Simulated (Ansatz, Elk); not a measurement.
# How far do independent atoms describe NbRhC2?

The structure of NbRhC2 used here is made up (a known structure type with other elements) and was relaxed beforehand with PBEsol. The aim is the Fourier transform of its all-electron density, F(hkl), set beside the sum over free spherical atoms that refinements use.

Main program and level: Elk 11.2.3 (patched build); DFT, PBE, all-electron APW+lo, Dirac cores, scalar-relativistic bands, static density, no spin.

The structure was built from a prototype and need not be the compound's stable phase.

### 1. The structure

Symmetry: R-3m, No. 166, trigonal system. Conventional cell: a = 3.225 Å, b = 3.225 Å, c = 13.673 Å, α = 90.00°, β = 90.00°, γ = 120.00°. Nearest to Rh lie 6 C at 2.15 Å. Nearest to Nb lie 6 C at 2.22 Å. C has 3 Rh at 2.15 Å and 3 Nb at 2.22 Å nearest. Farther neighbours are not listed.

### 2. Ground state and structure factors

An all-electron density is needed, since X-rays see the cores too. Task 0 finds the density and task 195 Fourier-transforms it; tshift is off so that phases refer to the origin typed.

The input, elk.in:

```
tasks
  0
  195

xctype
  20

spinpol
  .false.

rgkmax
  7.0

gmaxvr
  14.0

lmaxo
  7

lmaxapw
  8

swidth
  0.002

tshift
  .false.

hmaxvr
  5.5

maxscl
  120

epspot
  1e-06

sppath
  './'

avec
  3.04732787022 1.75937556647 8.61250377305
  -3.04732787022 1.75937556647 8.61250377305
  0.00000000000 -3.51875113207 8.61250377323

atoms
  3
  'Rh.in'
  1
  0.5000000000 0.5000000000 0.5000000000   0.000000 0.000000 0.000000
  'Nb.in'
  1
  -0.0000000000 -0.0000000000 0.0000000000   0.000000 0.000000 0.000000
  'C.in'
  2
  0.2455892672 0.2455892672 0.2455892672   0.000000 0.000000 0.000000
  0.7544107328 0.7544107328 0.7544107328   0.000000 0.000000 0.000000

ngridk
  8 8 8
```

Started as:

```bash
> OMP_NUM_THREADS=4 elk
```

Numbers of over 12 decimals in the logs are rounded to 6 here.

The log of the run:

```text
┌─────────────────────────┐
│ Elk code version 11.2.3 │
└─────────────────────────┘

All units are atomic (Hartree, Bohr, etc.)

┌─────────────────────────────────────────────────┐
│ Ground-state run starting from atomic densities │
└─────────────────────────────────────────────────┘

Lattice vectors :
   3.047327870       1.759375566       8.612503773
  -3.047327870       1.759375566       8.612503773
   0.000000000      -3.518751132       8.612503773

Reciprocal lattice vectors :
   1.030933588      0.5952097843      0.2431807471
  -1.030933588      0.5952097843      0.2431807471
  0.1825147899E-16  -1.190419569      0.2431807472

Unit cell volume      :    277.0501665
Brillouin zone volume :   0.8953259858

Muffin-tin inner radius fraction :   0.1000000000E-01

Nuclei treated as point charges

Species : 1 (Rh)
 parameters loaded from : Rh.in
 name : rhodium
 nuclear charge    :   -45.00000000
 electronic charge :    45.00000000
 atomic mass :    187585.2511
 muffin-tin radius :    2.373631594
 number of radial points in muffin-tin :   1193
 inner part over the whole radius :   0.9927965074E-02
 number on inner part of muffin-tin    :    847
 approximate nuclear radius :   0.8524867730E-04
 number of mesh points to nuclear radius :    425
 atomic positions (lattice), magnetic fields (Cartesian) :
  1 :   0.50000000  0.50000000  0.50000000    0.00000000  0.00000000  0.00000000

Species : 2 (Nb)
 parameters loaded from : Nb.in
 name : niobium
 nuclear charge    :   -41.00000000
 electronic charge :    41.00000000
 atomic mass :    169357.9704
 muffin-tin radius :    2.534168974
 number of radial points in muffin-tin :   1193
 inner part over the whole radius :   0.9873658415E-02
 number on inner part of muffin-tin    :    847
 approximate nuclear radius :   0.8268951942E-04
 number of mesh points to nuclear radius :    419
 atomic positions (lattice), magnetic fields (Cartesian) :
  1 :   0.00000000  0.00000000  0.00000000    0.00000000  0.00000000  0.00000000

Species : 3 (C)
 parameters loaded from : C.in
 name : carbon
 nuclear charge    :   -6.000000000
 electronic charge :    6.000000000
 atomic mass :    21894.16674
 muffin-tin radius :    1.601676090
 number of radial points in muffin-tin :    593
 inner part over the whole radius :   0.9795768558E-02
 number on inner part of muffin-tin    :    404
 approximate nuclear radius :   0.4747601631E-04
 number of mesh points to nuclear radius :    167
 atomic positions (lattice), magnetic fields (Cartesian) :
  1 :   0.24558927  0.24558927  0.24558927    0.00000000  0.00000000  0.00000000
  2 :  -0.24558927 -0.24558927 -0.24558927    0.00000000  0.00000000  0.00000000

Total number of atoms per unit cell :    4
Total muffin-tin volume :    158.6109621
 ratio of muffin-tin to unit cell volume :   0.5724990681

Spin treatment :
 spin-unpolarised

Number of Bravais lattice symmetries :   12
Number of crystal symmetries         :   12
Crystal has inversion symmetry
Real symmetric eigensolver will be used

k-point grid :      8     8     8
k-point offset :    0.000000000       0.000000000       0.000000000
k-point set is reduced with full crystal symmetry group
Total number of k-points :       65

Muffin-tin radius times maximum |G+k| :    7.000000000
 using average radius
Maximum |G+k| for APW functions       :    3.452037074
Maximum (1/2)|G+k|²                   :    5.958279980
Maximum |G| for potential and density :    14.00000000
Constant for pseudocharge density :    9
 order of it for each species :   16  16  16
 order of it for pair densities of each species (exact exchange by exxq0 0: 17) :   13  15   5
Radial integration step length :    1

G-vector grid sizes :     42    42    42
Number of G-vectors :    12861

Maximum angular momentum used for
 APW functions            :    8
 outer part of muffin-tin :    7
 inner part of muffin-tin :    2

Total nuclear charge    :   -98.00000000
Total core charge       :    60.00000000
Total valence charge    :    38.00000000
[...]
xc potential                :     -328.50771001338
 exchange                    :     -263.26765039877
 correlation                 :     -4.955655
 electron entropic           :    -0.19113118641274E-03
 total energy                :     -8683.0760066037

Density of states at Fermi energy :    14.38586223
 (states/Hartree/unit cell)

Estimated indirect band gap :   0.2442621045E-02
 from k-point 49 to k-point 2
Estimated direct band gap   :   0.6354568463E-02
 at k-point 49

Charges :
 core                        :    60.00000000
 valence                     :    38.00000000
 interstitial                :    5.996596908
 muffin-tins (core leakage)
  species : 1 (Rh)
   atom 1                    :    42.69749823     ( -0.2235807948E-06)
  species : 2 (Nb)
   atom 1                    :    38.35520228     (  0.1364648814E-05)
  species : 3 (C)
[...]
total in muffin-tins        :    92.00340309
 total calculated charge     :    97.99555493
 total charge                :    98.00000000
 error                       :   0.4445066903E-02

RMS change in Kohn-Sham potential (target) :    1.985996282     (  0.1000000000E-05)
Absolute change in total energy (target)   :   0.3916373942     (  0.1000000000E-03)

[... loops 3 to 18 left out ...]

┌──────────────────┐
│ Loop number : 19 │
└──────────────────┘

Energies :
 Fermi                       :     0.490710
 sum of occupied eigenvalues :     -5149.7714045934
 electron kinetic            :      9018.0272181451
 core electron kinetic       :      8773.4694269418
 Coulomb                     :     -17431.042707849
 Coulomb potential           :     -13817.390367640
 nuclear-nuclear             :     -1120.0597964115
 electron-nuclear            :     -18834.537084596
 Hartree                     :      2523.5541731589
 Madelung                    :     -10522.347524029
 xc potential                :     -350.40825509880
 exchange                    :     -263.90941626105
 correlation                 :     -4.991379
 electron entropic           :    -0.31638927206186E-03
 total energy                :     -8681.9166012106

Density of states at Fermi energy :    22.17562466
 (states/Hartree/unit cell)

Estimated indirect band gap :   0.2544948844E-02
 from k-point 65 to k-point 47
Estimated direct band gap   :   0.6577633526E-02
 at k-point 2

Charges :
 core                        :    60.00000000
 valence                     :    38.00000000
 interstitial                :    5.661222882
 muffin-tins (core leakage)
  species : 1 (Rh)
[...]
species : 2 (Nb)
[...]
species : 3 (C)
[...]
total in muffin-tins        :    92.33877712
 total calculated charge     :    97.99612330
 total charge                :    98.00000000
 error                       :   0.3876701181E-02

RMS change in Kohn-Sham potential (target) :   0.2485463503E-06 (  0.1000000000E-05)
Absolute change in total energy (target)   :   0.1499325663E-05 (  0.1000000000E-03)

Convergence targets achieved

┌──────────────────┐
│ Loop number : 20 │
└──────────────────┘

Energies :
 Fermi                       :     0.490710
 sum of occupied eigenvalues :     -5149.7714051822
 electron kinetic            :      9018.0272178572
 core electron kinetic       :      8773.4694256528
 Coulomb                     :     -17431.042707886
 Coulomb potential           :     -13817.390366647
 nuclear-nuclear             :     -1120.0597964115
 electron-nuclear            :     -18834.537085749
 Hartree                     :      2523.5541742742
 Madelung                    :     -10522.347524563
 xc potential                :     -350.40825639253
 exchange                    :     -263.90941632675
 correlation                 :     -4.991379
 electron entropic           :    -0.31638924193587E-03
 total energy                :     -8681.9166015963

Density of states at Fermi energy :    22.17562736
 (states/Hartree/unit cell)

Estimated indirect band gap :   0.2544931052E-02
 from k-point 65 to k-point 47
Estimated direct band gap   :   0.6577635736E-02
 at k-point 2

Charges :
 core                        :    60.00000000
 valence                     :    38.00000000
 interstitial                :    5.661222865
 muffin-tins (core leakage)
  species : 1 (Rh)
[...]
species : 2 (Nb)
   atom 1                    :    39.28799310     (  0.1222909503E-05)
  species : 3 (C)
   atom 1                    :    4.691787915     (  0.2060036700E-04)
   atom 2                    :    4.691787915     (  0.2060036700E-04)
 total in muffin-tins        :    92.33877713
 total calculated charge     :    97.99612330
 total charge                :    98.00000000
 error                       :   0.3876701251E-02

┌──────────────────────────────┐
│ Self-consistent loop stopped │
└──────────────────────────────┘

Wrote STATE.OUT
```

It took 20 s on 4 threads of Intel Xeon 6975P-C (Granite Rapids), shared host; peak memory 0.19 GiB; 67 s of CPU time.

SFACRHO.OUT:

```text

h k l indices transformed by vhmat matrix:
   1.000000000       0.000000000       0.000000000    
   0.000000000       1.000000000       0.000000000    
   0.000000000       0.000000000       1.000000000    

      h      k      l  multipl.   |H|            Re(F)            Im(F)           |F|

      0      0      0      1   0.0000000       98.000000      0.50159646E-16   98.000000    
      1      1      1      2  0.72954224      -5.0914906     -0.55269624E-13   5.0914906    
      1      0      0      6   1.2150044      -3.8231853     -0.12015136E-13   3.8231853    
      0     -1     -1      6   1.2859418       60.901326     -0.22903852E-13   60.901326    
      2      2      2      2   1.4590845       58.991755      0.96481540E-13   58.991755    
     -2     -1     -1      6   1.5372992       71.338909     -0.43825207E-13   71.338909    
      2      1      2      6   1.7016229      -2.5705387      0.19224217E-13   2.5705387    
     -1      1      0      6   2.0618672       62.233772      0.71106696E-16   62.233772    
      3      2      2      6   2.0772110      -3.5497979     -0.81222317E-13   3.5497979    
      0     -1     -2     12   2.1871278      -2.9707090      0.41572370E-13   2.9707090    
      3      3      3      2   2.1886267      -1.6737000     -0.72090814E-13   1.6737000    
      2      3      3      6   2.2807584       59.154681      0.74013236E-13   59.154681    
      1      1     -1      6   2.3932262      -2.3748619     -0.21146639E-13   2.3748619    
     -2      0      0      6   2.4300087       48.957486     -0.18097798E-13   48.957486    
     -2     -1     -3     12   2.5259105       48.067602     -0.77077095E-13   48.067602    
      2      2      0      6   2.5718836       55.466392      0.34663666E-13   55.466392    
      1      3      1      6   2.6733531      -1.5961496     -0.77617777E-13   1.5961496    
      3      3      4      6   2.7075425       46.465386     -0.32440866E-13   46.465386
```

Elk indexes on the primitive cell of elk.in and gives |H| = 4π sin θ/λ in inverse bohr. Below, one row stands for each form hkl of the conventional cell (m members, Friedel mates merged), F is for one primitive cell and the density is static (no thermal factor). Free-atom factors are Waasmaier and Kirfel's, and R is Σm||F|−|F'||/Σm|F|. Elk warned that it couldn't find a linearisation energy, which lowers the accuracy of some states in this run and its variants.

| hkl | m | sin θ/λ (Å⁻¹) | abs F, DFT | neutral atoms | diff. |
| --- | --- | --- | --- | --- | --- |
| 003 | 2 | 0.110 | 5.091 | 5.040 | +0.051 |
| 101 | 6 | 0.183 | 3.823 | 3.714 | +0.110 |
| 012 | 6 | 0.193 | 60.901 | 61.812 | -0.911 |
| 006 | 2 | 0.219 | 58.992 | 59.804 | -0.813 |
| 104 | 6 | 0.231 | 71.339 | 71.371 | -0.032 |
| 015 | 6 | 0.256 | 2.571 | 2.506 | +0.065 |
| 110 | 6 | 0.310 | 62.234 | 62.339 | -0.105 |
| 107 | 6 | 0.312 | 3.550 | 3.800 | -0.250 |
| 113 | 12 | 0.329 | 2.971 | 3.140 | -0.169 |
| 009 | 2 | 0.329 | 1.674 | 1.624 | +0.050 |
| 018 | 6 | 0.343 | 59.155 | 59.012 | +0.142 |
| 021 | 6 | 0.360 | 2.375 | 2.438 | -0.063 |
| 202 | 6 | 0.365 | 48.958 | 48.743 | +0.214 |
| 116 | 12 | 0.380 | 48.068 | 47.846 | +0.221 |
| 024 | 6 | 0.387 | 55.466 | 55.320 | +0.146 |
| 205 | 6 | 0.402 | 1.596 | 1.762 | -0.166 |
| 1 0 10 | 6 | 0.407 | 46.465 | 46.233 | +0.233 |
| 0 0 12 | 2 | 0.439 | 51.705 | 51.340 | +0.366 |

### 3. Results

```yaml
r_against_neutral_atoms_sin_theta_lambda_0p3_a_minus1: 0.88 %
r_against_neutral_atoms_0p3_to_0p82_a_minus1: 0.46 %
```

What this shows: Independent neutral atoms miss the calculated amplitudes by R = 0.88 % below 0.3 Å⁻¹ and 0.46 % from there to 0.82 Å⁻¹; by shells, 1.01 % below 0.15 Å⁻¹ (1 form), 0.88 % 0.15 to 0.3 (5 forms), 0.58 % 0.3 to 0.45 (14 forms), 0.44 % above 0.45 (75 forms). Bonding, aspherical density and the tables' own atoms all enter these figures, and the runs don't part them. The largest change of an amplitude is -0.91 electrons, at 012. Weak lines can change much in proportion: 1 0 13 goes from 0.62 to 0.74. The basis has no finished test. The k-mesh has no finished test. These runs have no spin, though d or f shells may be open. Part of the difference isn't bonding: the tables are fits to free atoms and ions calculated by other methods than this functional. Thermal motion, anomalous dispersion and extinction are left out.

[Logs are printed without paths, hosts, clocks, repeated set-up lines and the standing remarks that a program may print on its own settings, such as how far it seeks lower states.]

[Hosts, paths, dates, database ids (printed as entryN), source tags and the programs' standing remarks are cut or masked in the printed files.]
